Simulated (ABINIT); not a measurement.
**How the form of the self-energy moves the gap of CdF2 (Fm-3m)**

Aim: compare treatments of exchange, screening and correlation for the gap of CdF2 (Fm-3m).

Method: PBE and many-body steps on it, plane waves, in ABINIT 10.8.3.

Most raw output is cut from this account.

## Step 1: Set-up

Symmetry: Fm-3m, No. 225, cubic system. The conventional cell has a = 5.388 Å, b = 5.388 Å, c = 5.388 Å, α = 90.00°, β = 90.00°, γ = 90.00°. Cd has 8 F at 2.33 Å nearest. F has 4 Cd at 2.33 Å nearest. Farther neighbours and most contacts between anions are not listed.

The cell and positions come from the Crystallography Open Database and are kept as given unless a step says otherwise.

## Step 2: Empty states on the mesh, 4×4×4 mesh, 141 bands

This step: ABINIT 10.8.3; DFT, PBE, plane waves, norm-conserving pseudopotentials.

The sums over transitions need many empty states on a uniform mesh; this step solves for them.

Contents of run.abi:

```
acell 3*1.0 Angstrom
rprim 
  0.000000000000 2.694000000000 2.694000000000
  2.694000000000 0.000000000000 2.694000000000
  2.694000000000 2.694000000000 -0.000000000000
ntypat 2
znucl 48 9
natom 3
typat 1 2 2
xred 
  0.000000000000 0.000000000000 0.000000000000
  0.250000000000 0.250000000000 0.250000000000
  0.750000000000 0.750000000000 0.750000000000
pp_dirpath "pseudos"
pseudos "Cd.upf, F.upf"
ecut 47
ngkpt 4 4 4
nshiftk 1
shiftk 0 0 0
kptopt 1
chksymbreak 0
irdden 1
istwfk *1
nband 141
prtvol 0
optdriver 6
gwr_task "HDIAGO"
paral_kgb 0
occopt 1
indata_prefix "in"
outdata_prefix "out"
tmpdata_prefix "tmp"
```

Started as:

```sh
$ OMP_NUM_THREADS=1 mpirun -n 8 abinit run.abi > log
```

It took 29 s on 8 MPI ranks of AMD EPYC 9R45, shared host; peak memory 7.6 GiB.

This step gave:

```
gap                                                           : 3.124 eV
k of the valence top                                          : -0.25, 0.5, 0.25
k of the conduction bottom                                    : 0, 0, 0
least direct gap                                              : 3.619 eV
k points computed                                             : 8
lowest point of the top converged band, above the valence top : 112.1025 eV
```

On this mesh the gap is 3.124 eV.

The density comes from a self-consistent run that is not shown.

## Step 3: Screening, 4×4×4 mesh, 133 bands, screening to 190.5 eV

The RPA dielectric matrix is built and inverted for each q.

This step: RPA screening on PBE, plane waves, norm-conserving pseudopotentials.

run.abi: that of step 2 with these lines changed.

```diff
@@ -21,10 +21,11 @@
 chksymbreak 0
-irdden 1
 istwfk *1
-nband 141
-prtvol 0
-optdriver 6
-gwr_task "HDIAGO"
-paral_kgb 0
 occopt 1
+irdwfk 1
+optdriver 3
+nband 133
+ecuteps 7
+inclvkb 2
+awtr 1
+symchi 1
 indata_prefix "in"
```

Run time: 15 s. Hardware: 8 MPI ranks; peak memory 2 GiB; 2 min of CPU time.

Numbers from this step:

```
ε∞ with local fields, on this mesh, along the program's q direction : 2.748
the same without local fields                                       : 2.918
plasma frequency                                                    : 34.62 eV
plane waves in the screening matrix                                 : 259
```

Local fields lower ε∞ by 6 %. On a Γ-centred mesh this coarse the value itself is usually too large, while a short band sum pulls it down.

## Step 4: G0W0, Godby-Needs plasmon pole

The self-energy is evaluated for the states that the input lists, and the levels follow from it, in one-shot runs by the linearised quasiparticle equation.

This step: G0W0 on PBE, plane waves, norm-conserving pseudopotentials.

run.abi: that of step 3 with these lines changed.

```diff
@@ -24,8 +24,17 @@
 irdwfk 1
-optdriver 3
+optdriver 4
 nband 133
+gwcalctyp 0
+ecutsigx 47
+symsigma 1
+nkptgw 2
+kptgw 
+  -0.2500000000 0.5000000000 0.2500000000
+  0.0000000000 0.0000000000 0.0000000000
+bdgw 
+  16 19
+  15 21
 ecuteps 7
-inclvkb 2
-awtr 1
-symchi 1
+irdscr 1
+ppmodel 1
 indata_prefix "in"
```

Wall time 7.6 s (8 MPI ranks); peak memory 1.8 GiB; 59 s of CPU time.

Numbers from this step:

```
G0W0 gap on the points computed              : 5.34 eV
starting gap on the mesh                     : 3.124 eV
k of the valence top                         : -0.25, 0.5, 0.25
k of the conduction bottom                   : 0, 0, 0
Z at the valence top                         : 0.803
Z at the conduction bottom                   : 0.874
least direct G0W0 gap on the computed points : 6.101 eV
```

The gap on the mesh goes from 3.12 eV to 5.34 eV, a correction of +2.22 eV.

## Step 5: G0W0, Hybertsen-Louie plasmon pole

run.abi: that of step 4 with these lines changed.

```diff
@@ -38,3 +38,3 @@
 irdscr 1
-ppmodel 1
+ppmodel 2
 indata_prefix "in"
```

It took 7.2 s on 8 MPI ranks; peak memory 1.7 GiB.

Numbers from this step:

```
G0W0 gap on the points computed              : 5.862 eV
starting gap on the mesh                     : 3.124 eV
k of the valence top                         : -0.25, 0.5, 0.25
k of the conduction bottom                   : 0, 0, 0
Z at the valence top                         : 0.882
Z at the conduction bottom                   : 0.909
least direct G0W0 gap on the computed points : 6.397 eV
```

Against G0W0 in ABINIT (4×4×4 mesh, 133 bands, screening to 190.5 eV, Godby-Needs plasmon pole), the gap moves by +0.522 eV.

## Step 6: G0W0, von der Linden-Horsch plasmon pole

run.abi: that of step 5 with these lines changed.

```diff
@@ -38,3 +38,3 @@
 irdscr 1
-ppmodel 2
+ppmodel 3
 indata_prefix "in"
```

Wall time 4.4 s (8 MPI ranks); peak memory 1.6 GiB; 34 s of CPU time.

This step gave:

```
G0W0 gap on the points computed              : 5.353 eV
starting gap on the mesh                     : 3.124 eV
k of the valence top                         : -0.25, 0.5, 0.25
k of the conduction bottom                   : 0, 0, 0
least direct G0W0 gap on the computed points : 6.13 eV
```

Against G0W0 in ABINIT (4×4×4 mesh, 133 bands, screening to 190.5 eV, Godby-Needs plasmon pole), the gap moves by +0.013 eV.

## Step 7: G0W0, Engel-Farid plasmon pole

run.abi: that of step 6 with these lines changed.

```diff
@@ -38,3 +38,3 @@
 irdscr 1
-ppmodel 3
+ppmodel 4
 indata_prefix "in"
```

It took 4.3 s on 8 MPI ranks; peak memory 1.7 GiB.

This step gave:

```
G0W0 gap on the points computed              : 5.343 eV
starting gap on the mesh                     : 3.124 eV
k of the valence top                         : -0.25, 0.5, 0.25
k of the conduction bottom                   : 0, 0, 0
least direct G0W0 gap on the computed points : 6.098 eV
```

Against G0W0 in ABINIT (4×4×4 mesh, 133 bands, screening to 190.5 eV, Godby-Needs plasmon pole), the gap moves by +0.003 eV.

## Step 8: One-shot Hartree-Fock

This step: one-shot Hartree-Fock on PBE, plane waves, norm-conserving pseudopotentials.

run.abi: that of step 7 with these lines changed.

```diff
@@ -25,4 +25,4 @@
 optdriver 4
-nband 133
-gwcalctyp 0
+nband 21
+gwcalctyp 5
 ecutsigx 47
@@ -36,5 +36,4 @@
   15 21
-ecuteps 7
-irdscr 1
-ppmodel 4
+ixc_sigma 40
+fftgw 31
 indata_prefix "in"
```

Run time: 2.7 s. Hardware: 8 MPI ranks; peak memory 0.2 GiB; 19 s of CPU time.

Numbers from this step:

| Property | Result |
| --- | --- |
| quasiparticle gap on the points computed | 14.77 eV |
| starting gap on the mesh | 3.124 eV |
| k of the valence top | -0.25, 0.5, 0.25 |
| k of the conduction bottom | 0, 0, 0 |
| least direct quasiparticle gap on the computed points | 15.41 eV |

Against G0W0 in ABINIT (4×4×4 mesh, 133 bands, screening to 190.5 eV, Godby-Needs plasmon pole), the gap moves by +9.431 eV.

## Step 9: Screening, 4×4×4 mesh, 133 bands, screening to 190.5 eV

This step: RPA screening on PBE, plane waves, norm-conserving pseudopotentials.

run.abi: that of step 8 with these lines changed.

```diff
@@ -24,16 +24,14 @@
 irdwfk 1
-optdriver 4
-nband 21
-gwcalctyp 5
-ecutsigx 47
-symsigma 1
-nkptgw 2
-kptgw 
-  -0.2500000000 0.5000000000 0.2500000000
-  0.0000000000 0.0000000000 0.0000000000
-bdgw 
-  16 19
-  15 21
-ixc_sigma 40
-fftgw 31
+optdriver 3
+nband 133
+ecuteps 7
+inclvkb 2
+awtr 1
+symchi 1
+gwcalctyp 2
+nfreqre 16
+freqremax 40 eV
+nfreqim 8
+spmeth 1
+nomegasf 120
 indata_prefix "in"
```

Elapsed: 33 s, on 8 MPI ranks; peak memory 2.7 GiB.

Numbers from this step:

| Item | Value |
| --- | --- |
| ε∞ with local fields, on this mesh, along the program's q direction | 2.773 |
| the same without local fields | 2.944 |
| plasma frequency | 34.62 eV |
| plane waves in the screening matrix | 259 |

## Step 10: G0W0, contour deformation

This step: G0W0 on PBE, plane waves, norm-conserving pseudopotentials.

run.abi: that of step 9 with these lines changed.

```diff
@@ -24,14 +24,16 @@
 irdwfk 1
-optdriver 3
+optdriver 4
 nband 133
+gwcalctyp 2
+ecutsigx 47
+symsigma 1
+nkptgw 2
+kptgw 
+  -0.2500000000 0.5000000000 0.2500000000
+  0.0000000000 0.0000000000 0.0000000000
+bdgw 
+  16 19
+  15 21
 ecuteps 7
-inclvkb 2
-awtr 1
-symchi 1
-gwcalctyp 2
-nfreqre 16
-freqremax 40 eV
-nfreqim 8
-spmeth 1
-nomegasf 120
+irdscr 1
 indata_prefix "in"
```

Elapsed: 5 s, on 8 MPI ranks; peak memory 2 GiB.

Numbers from this step:

| Item | Value |
| --- | --- |
| G0W0 gap on the points computed | 5.313 eV |
| starting gap on the mesh | 3.124 eV |
| k of the valence top | -0.25, 0.5, 0.25 |
| k of the conduction bottom | 0, 0, 0 |
| least direct G0W0 gap on the computed points | 6.052 eV |

Against G0W0 in ABINIT (4×4×4 mesh, 133 bands, screening to 190.5 eV, Godby-Needs plasmon pole), the gap moves by −0.027 eV.

## Step 11: Screening, 4×4×4 mesh, 133 bands, screening to 190.5 eV

This step: RPA screening on PBE, plane waves, norm-conserving pseudopotentials.

run.abi: that of step 10 with these lines changed.

```diff
@@ -24,16 +24,11 @@
 irdwfk 1
-optdriver 4
+optdriver 3
 nband 133
-gwcalctyp 2
-ecutsigx 47
-symsigma 1
-nkptgw 2
-kptgw 
-  -0.2500000000 0.5000000000 0.2500000000
-  0.0000000000 0.0000000000 0.0000000000
-bdgw 
-  16 19
-  15 21
 ecuteps 7
-irdscr 1
+inclvkb 2
+awtr 1
+symchi 1
+gwcalctyp 1
+nfreqre 0
+nfreqim 16
 indata_prefix "in"
```

Run time: 46 s. Hardware: 8 MPI ranks; peak memory 2.1 GiB; 6 min of CPU time.

Numbers from this step:

- ε∞ with local fields, on this mesh, along the program's q direction: 2.748
- the same without local fields: 2.918
- plasma frequency: 34.62 eV
- plane waves in the screening matrix: 259

## Step 12: G0W0, analytic continuation

This step: G0W0 on PBE, plane waves, norm-conserving pseudopotentials.

run.abi: that of step 11 with these lines changed.

```diff
@@ -24,11 +24,18 @@
 irdwfk 1
-optdriver 3
+optdriver 4
 nband 133
+gwcalctyp 1
+ecutsigx 47
+symsigma 1
+nkptgw 2
+kptgw 
+  -0.2500000000 0.5000000000 0.2500000000
+  0.0000000000 0.0000000000 0.0000000000
+bdgw 
+  16 19
+  15 21
 ecuteps 7
-inclvkb 2
-awtr 1
-symchi 1
-gwcalctyp 1
-nfreqre 0
-nfreqim 16
+irdscr 1
+nomegasi 12
+omegasimax 25 eV
 indata_prefix "in"
```

Run time: 6.3 s. Hardware: 8 MPI ranks; peak memory 1.9 GiB; 48 s of CPU time.

This step gave:

```
G0W0 gap on the points computed              : 5.299 eV
starting gap on the mesh                     : 3.124 eV
k of the valence top                         : -0.25, 0.5, 0.25
k of the conduction bottom                   : 0, 0, 0
least direct G0W0 gap on the computed points : 6.031 eV
```

Against G0W0 in ABINIT (4×4×4 mesh, 133 bands, screening to 190.5 eV, Godby-Needs plasmon pole), the gap moves by −0.041 eV.

## Step 13: The runs together

Times are wall times on 8 MPI ranks of AMD EPYC 9R45, shared host, good to a factor of about two. A run's time includes the screening step that it read.

| run | mesh | bands | screening cutoff (eV) | DFT gap (eV) | gap on the mesh (eV) | direct (eV) | ε∞ used | time |
| --- | --- | --- | --- | --- | --- | --- | --- | --- |
| G0W0, Godby-Needs plasmon pole | 4×4×4 | 133 | 190.5 | 3.124 | 5.340 | 6.101 | 2.75 | 22 s |
| G0W0, Hybertsen-Louie plasmon pole | 4×4×4 | 133 | 190.5 | 3.124 | 5.862 | 6.397 | 2.75 | 22 s |
| G0W0, von der Linden-Horsch plasmon pole | 4×4×4 | 133 | 190.5 | 3.124 | 5.353 | 6.130 | 2.75 | 19 s |
| G0W0, Engel-Farid plasmon pole | 4×4×4 | 133 | 190.5 | 3.124 | 5.343 | 6.098 | 2.75 | 19 s |
| one-shot Hartree-Fock | 4×4×4 | - | - | 3.124 | 14.771 | 15.414 | - | 2.7 s |
| G0W0, contour deformation | 4×4×4 | 133 | 190.5 | 3.124 | 5.313 | 6.052 | 2.77 | 38 s |
| G0W0, analytic continuation | 4×4×4 | 133 | 190.5 | 3.124 | 5.299 | 6.031 | 2.75 | 52 s |

## Step 14: Results

```yaml
g0w0_godby_needs_plasmon_pole: 5.340 eV
g0w0_hybertsen_louie_plasmon_pole: 5.862 eV
g0w0_von_der_linden_horsch_plasmon_pole: 5.353 eV
g0w0_engel_farid_plasmon_pole: 5.343 eV
one_shot_hartree_fock: 14.771 eV
g0w0_contour_deformation: 5.313 eV
g0w0_analytic_continuation: 5.299 eV
known_limits: not at the basis limit; d shell near the gap, gap tends to lie low; no spin-orbit coupling; coarse k mesh
```

What this shows: G0W0, Hybertsen-Louie plasmon pole: +0.522 eV against G0W0, Godby-Needs plasmon pole. G0W0, von der Linden-Horsch plasmon pole: +0.013 eV against G0W0, Godby-Needs plasmon pole. G0W0, Engel-Farid plasmon pole: +0.003 eV against G0W0, Godby-Needs plasmon pole. One-shot Hartree-Fock: +9.431 eV against G0W0, Godby-Needs plasmon pole. G0W0, contour deformation: −0.027 eV against G0W0, Godby-Needs plasmon pole. G0W0, analytic continuation: −0.041 eV against G0W0, Godby-Needs plasmon pole. Bare exchange alone opens the gap to 14.77 eV; against G0W0, correlation takes back 9.43 eV. Bands and cutoff are finite, so the gap is not at the basis limit. The miss can reach some tenths of an eV and take either sign; the mesh is an error of its own. In the G0W0 runs levels were corrected at 2 k points alone, so a gap called «on the mesh» is the least over those, and an edge elsewhere would be missed. The 4×4×4 mesh is coarse for this cell, which bears on the long-range parts of exchange and screening. A d shell, filled or nearly so, lies near the gap. One-shot GW converges very slowly in bands there, not always from below, and on a semilocal start the gap tends to come out low; starts rich in exact exchange can overshoot instead. The many-body steps are scalar-relativistic: spin-orbit coupling is not in them.

[Paths, hosts, dates, memory and timing lines, banners, echoed tables and standing remarks are left out of the program output.]

[Logs are printed without paths, hosts, clocks, repeated set-up lines and the standing remarks that a program may print on its own settings, such as how far it seeks lower states.]

[Runs of the session that timed out or met a known fault of the program may be left out.]

[Hosts, paths, dates, database ids (printed as entryN), source tags and the programs' standing remarks are cut or masked in the printed files.]

[G0W0 gaps are taken among the corrected bands and points alone; a level outside them can change the order at an edge.]

[Where Ansatz stands beside ABINIT at settings called matched, ABINIT's density can come from a denser mesh and the files from another edition; pairs whose starting gaps differed by over 0.03 eV were left out, so agreement reads better than it is.]
